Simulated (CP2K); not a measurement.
Two runs for the N K edge of mercaptoacetonitrile. Run A: CP2K XAS_TDP, all-electron GAPW, PBEh(45%), aug-cc-pVDZ, TDA, no relativity. Run B differs in one setting.

First lines with a strength over 0.0015. A:

```csv
atom,energy (eV),states,"strength, one atom"
N1 (bonded to C),395.53,1,0.0529
,395.77,1,0.0545
,400.53,1,0.0032
,401.56,1,0.0017
,401.84,1,0.0066
```

B:

```csv
atom,energy (eV),states,"strength, one atom"
N1 (bonded to C),401.00,1,0.0521
,401.25,1,0.0538
,406.01,1,0.0031
,407.03,1,0.0017
,407.31,1,0.0065
```

Question: Which was it: the functional, scalar relativity switched on, GW2X switched on, the basis?

GW2X switched on. GW2X shifts an atom's lines together and keeps their spacings. Against PBEh(45%) in aug-cc-pVDZ, the leading line moves by +5.47 eV, to 401.00 eV.

[Banner, clock and machine lines of the logs are left out without a mark of their own.]

[Logs are printed without paths, hosts, clocks, repeated set-up lines and the standing remarks that a program may print on its own settings, such as how far it seeks lower states.]

[Hosts, paths, dates, database ids (printed as entryN), source tags and the programs' standing remarks are cut or masked in the printed files.]
